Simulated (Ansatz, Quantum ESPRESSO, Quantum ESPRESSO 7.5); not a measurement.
# Band edges of 1T-SnO2, 1 layer under strain

How do the band edges of 1T-SnO2, 1 layer move against the vacuum when the sheet is stretched?

Method: plane-wave DFT, PBE, GBRV ultrasoft pseudopotentials (geometry by Ansatz 0.2.0 with PAW datasets; geometry under PBE), in Quantum ESPRESSO 7.5.

Report form: the programs' logs are mostly left out.

### Step 1. Set-up

The cell holds 3 atoms: 2 O and 1 Sn. Its edges and angles: a = 3.220 Å, b = 3.220 Å, c = 16.789 Å, α = 90.0°, β = 90.0°, γ = 120.0°. It derives from SnO2. Vacuum lies along c.

This sheet is a model structure: its symmetry is held, and its stability is not tested here.

### Step 2. Relaxation with Ansatz

The geometry comes first, from a plane-wave PAW code, so that the later runs on this slab share one structure.

input.yaml reads:

```yaml
crystal:
  lattice:
    - [3.22, 0.0, 0.0]
    - [-1.61, 2.7886018002, 0.0]
    - [0.0, 0.0, 16.788854382]
  atoms:
    - { symbol: O, position: [0.6666666667, 0.3333333333, 0.446724942] }
    - { symbol: Sn, position: [0.0, 0.0, 0.5] }
    - { symbol: O, position: [0.3333333333, 0.6666666667, 0.553275058] }
kpoints:
  mp_grid: { grid: [12, 12, 1] }
hamiltonian:
  xc: pbe
scf:
  occupations: { method: fermi_dirac, width: 0.05 }
  convergence: { dr2_threshold: 1.0e-08 }
efield:
  axis: 3
  dipole_correction: true
  ramp_position: 0.97
  ramp_width: 0.04
relax:
  f_tol: 0.01
  cell: { fix: [c, alpha, beta] }
output:
  write_potential: true
  write_density: true
  volumetric_format: npy
```

The run is started by

```sh
$ ansatz run input.yaml --threads 2 --pin off --max-ram 4096MiB --backend cpu --events-out ev --progress --plain --runs-dir out
```

Run time: 8.8 s. Hardware: 2 threads of Intel Xeon Platinum 8488C (Sapphire Rapids), shared host; peak memory 0.46 GiB; 17 s of CPU time.

Step by step:

```csv
step,energy less that of the first step (eV),largest force component (eV/Å),pressure (GPa),volume (Å³)
1,0.0000,1.7251,3.31,150.75
2,-0.1986,0.0310,0.59,148.67
3,-0.2029,0.0256,0.00,151.61
4,-0.2032,0.0023,0.00,151.44
5*,-0.2042,0.0021,0.01,151.44
```

Relaxation steps marked * repeat the geometry before them on a plane-wave basis chosen anew for their cell, so energy and pressure can jump there.

```csv
cell as run,before,after,change
a (Å),3.220,3.227,+0.2 %
b (Å),3.220,3.227,+0.2 %
```

The atoms that moved most (Å, along periodic axes as changes of fractional coordinates times the final cell, across vacuum about the mean position):

```csv
atom,dx,dy,dz,length
O3,0.000,0.000,0.117,0.117
O1,0.000,0.000,-0.117,0.117
```

Final coordinates:

```xyz
3
Lattice="3.2273 0.0000 0.0000 -1.6137 2.7950 0.0000 0.0000 0.0000 16.7889" Properties=species:S:1:pos:R:3
O     1.6137    0.9317    7.3828
Sn    0.0000    0.0000    8.3944
O     0.0000    1.8633    9.4060
```

Numbers from this step:

```
free energy                                                      : -7158.5214 eV
Fermi energy                                                     : -2.823 eV
gap by band count                                                : 2.615 eV
symmetry operations                                              : 6
dipole along the normal                                          : -3.26e-6 e·Å
vacuum level at the upper face over a Fermi level inside the gap : 6.921 eV
vacuum level at the lower face over a Fermi level inside the gap : 6.921 eV
```

### Step 3. Running the series

Under ESM bc1 levels count from the vacuum, or from the mean of the two vacuum levels where the sheet has a dipole, so band edges at unlike strains can be compared.

Level of this step: plane-wave DFT, PBE, GBRV ultrasoft pseudopotentials (Quantum ESPRESSO 7.5).

run.py reads:

```python
import json
import numpy as np
from ase import Atoms
from ase.calculators.espresso import Espresso, EspressoProfile

profile = EspressoProfile(command='mpirun -n 2 pw.x -nk 2', pseudo_dir='../pseudo')
pseudopotentials = {'O': 'o_pbe_v1.2.uspp.F.UPF', 'Sn': 'sn_pbe_v1.4.uspp.F.UPF'}
system = {'ecutwfc': 40, 'ecutrho': 200, 'occupations': 'smearing', 'smearing': 'fd', 'degauss': 0.002}


def calculator(name, kpts, **extra):
    data = dict(control=dict(tprnfor=True, verbosity='high', disk_io='none'),
                system=system | extra,
                electrons=dict(conv_thr=1e-09, mixing_beta=0.4, mixing_mode='plain',
                               electron_maxstep=100))
    return Espresso(profile=profile, directory=name, pseudopotentials=pseudopotentials, kpts=kpts, input_data=data)


def centre(atoms):
    z = atoms.positions[:, 2]
    atoms.positions[:, 2] -= (z.max() + z.min()) / 2  # ESM wants the slab about z = 0
    return atoms

sheet = Atoms(
    ['O', 'Sn', 'O'],
    scaled_positions=[
        [0.6666666667, 0.3333333333, 0.4397457744],
        [0.0000000000, 0.0000000000, 0.4999999115],
        [0.3333333333, 0.6666666667, 0.5602543141]],
    cell=[
        [3.227347344533, 0.000000000000, 0.000000000000],
        [-1.613673672266, 2.794964787202, 0.000000000000],
        [0.000000000000, 0.000000000000, 16.788854382000]],
    pbc=True)

rows = []
for strain in [-0.03, -0.015, 0.0, 0.015, 0.03]:
    atoms = sheet.copy()
    atoms.set_cell(sheet.cell.array * [[1 + strain], [1 + strain], [1]], scale_atoms=True)
    atoms = centre(atoms)
    atoms.calc = calculator(f's{strain:+.3f}', (12, 12, 1), assume_isolated='esm', esm_bc='bc1', nbnd=17)
    energy = atoms.get_potential_energy()
    levels = np.array([atoms.calc.get_eigenvalues(kpt=i) for i in range(len(atoms.calc.get_ibz_k_points()))])
    top, bottom = levels[:, 12].max(), levels[:, 13].min()
    direct = (levels[:, 13] - levels[:, 12]).min()
    rows.append([strain, energy, top, bottom, direct])
    print(f'strain {strain:+.3f}: E = {energy:.5f} eV, valence top {top:.3f}, conduction bottom {bottom:.3f}, '
          f'gap {bottom - top:.3f}, least direct gap {direct:.3f} eV')

x, energy, top, bottom, direct = np.array(rows).T
area = np.linalg.norm(np.cross(*sheet.cell[:2]))
stiffness = np.polyfit(x, energy, 2)[0] / area * 16.0218  # C11 + C12, heights clamped
print(f'valence and conduction edges move by {np.polyfit(x, top, 1)[0]:.2f} and {np.polyfit(x, bottom, 1)[0]:.2f} eV per unit biaxial strain')
print(f'C11 + C12 with clamped heights: {stiffness:.1f} N/m')
json.dump(dict(rows=rows, stiffness=stiffness), open('result.json', 'w'))
```

The run is started by

```sh
$ OMP_NUM_THREADS=1 python run.py
```

Elapsed: 1.9 min, on 2 MPI ranks; peak memory 0.36 GiB; 3.7 min of CPU time.

Read from the output:

| Property | Result |
| --- | --- |
| biaxial stiffness | 216.1 N/m |

Table of band edge from the vacuum level by biaxial strain:

```csv
biaxial strain (%),valence top (eV),conduction bottom (eV)
-3.00,-8.46,-5.24
-1.50,-8.39,-5.49
0.00,-8.32,-5.71
1.50,-8.26,-5.93
3.00,-8.19,-6.12
```

Gap against biaxial strain:

```csv
biaxial strain (%),on the mesh (eV),least direct (eV)
-3.00,3.21,3.81
-1.50,2.90,3.50
0.00,2.61,3.16
1.50,2.33,2.84
3.00,2.07,2.54
```

The energy over the lowest by biaxial strain:

```csv
biaxial strain (%),energy over the lowest (meV)
-3.00,125
-1.50,31.5
0.00,0
1.50,23.0
3.00,93.5
```

### Step 4. The script: vdW-DF-cx, GBRV ultrasoft

Level of this step: plane-wave DFT, vdW-DF-cx, GBRV ultrasoft pseudopotentials made under PBE (Quantum ESPRESSO 7.5). input_dft overrides the functional of the files.

run.py is the input of step 3 with these lines changed:

```diff
@@ -7,3 +7,3 @@
 pseudopotentials = {'O': 'o_pbe_v1.2.uspp.F.UPF', 'Sn': 'sn_pbe_v1.4.uspp.F.UPF'}
-system = {'ecutwfc': 40, 'ecutrho': 200, 'occupations': 'smearing', 'smearing': 'fd', 'degauss': 0.002}
+system = {'ecutwfc': 40, 'ecutrho': 200, 'input_dft': 'vdw-df-cx', 'occupations': 'smearing', 'smearing': 'fd', 'degauss': 0.002}
```

The run is started by

```sh
$ OMP_NUM_THREADS=1 python run.py
```

The job ended after 5.3 min (2 MPI ranks; peak memory 0.39 GiB).

Read from the output:

| Quantity | Value |
| --- | --- |
| biaxial stiffness | 210.1 N/m |

Band edge from the vacuum level against biaxial strain:

```csv
biaxial strain (%),valence top (eV),conduction bottom (eV)
-3.00,-8.57,-5.41
-1.50,-8.51,-5.65
0.00,-8.44,-5.87
1.50,-8.37,-6.08
3.00,-8.31,-6.27
```

Table of gap by biaxial strain:

```csv
biaxial strain (%),on the mesh (eV),least direct (eV)
-3.00,3.16,3.75
-1.50,2.86,3.46
0.00,2.57,3.12
1.50,2.29,2.81
3.00,2.03,2.51
```

Table of energy over the lowest by biaxial strain:

```csv
biaxial strain (%),energy over the lowest (meV)
-3.00,59.2
-1.50,0
0.00,1.63
1.50,56.2
3.00,157
```

### Step 5. A check by hand

Under equal strain ε in the plane, E = A (C11 + C12) ε². From the points at ±1.5 %: d²E/dε² = (31.51 + 22.99 − 2 × 0.00) meV / 0.015² = 242 eV, and 242/(2 × 9.020 Å²) × 16.02 = 215 N/m.

### Step 6. Results

| Item | Value |
| --- | --- |
| C11 + C12, heights clamped, PBE, GBRV ultrasoft | 216 N/m |
| gap on the mesh at zero strain, PBE, GBRV ultrasoft | 2.61 eV |
| valence top below the vacuum at zero strain, PBE, GBRV ultrasoft | 8.32 eV |
| shift of the valence top per unit biaxial strain, PBE, GBRV ultrasoft | 4.4 eV |
| shift of the conduction bottom per unit biaxial strain, PBE, GBRV ultrasoft | -14.6 eV |
| C11 + C12, heights clamped, vdW-DF-cx, GBRV ultrasoft (made under PBE) | 210 N/m |
| gap on the mesh at zero strain, vdW-DF-cx, GBRV ultrasoft (made under PBE) | 2.57 eV |
| valence top below the vacuum at zero strain, vdW-DF-cx, GBRV ultrasoft (made under PBE) | 8.44 eV |
| shift of the valence top per unit biaxial strain, vdW-DF-cx, GBRV ultrasoft (made under PBE) | 4.4 eV |
| shift of the conduction bottom per unit biaxial strain, vdW-DF-cx, GBRV ultrasoft (made under PBE) | -14.4 eV |

What this shows: The sheet's biaxial stiffness comes to 216 N/m and its gap at zero strain to 2.61 eV (PBE, GBRV ultrasoft). From −3 % to +3 % the gap on the mesh goes from 3.21 to 2.07 eV; it is indirect at every strain. Heights are clamped under strain, which makes a sheet with several atomic planes too stiff. Zero strain is the PBE cell; under vdW-DF-cx the energy is lowest near -0.7 %, so its stiffness is taken away from its own minimum. Semilocal gaps are too small. Spin-orbit coupling is left out; depending on the atoms that carry the levels of interest, it can split and shift them by tens to hundreds of meV.

[Logs are printed without paths, hosts, clocks, repeated set-up lines and the standing remarks that a program may print on its own settings, such as how far it seeks lower states.]

[Hosts, paths, dates, database ids (printed as entryN), source tags and the programs' standing remarks are cut or masked in the printed files.]

[Maps of the electrostatic potential energy from Ansatz leave out the sawtooth potential of an applied field or a dipole correction, so their vacuum need not be flat; planar profiles and work functions include it.]
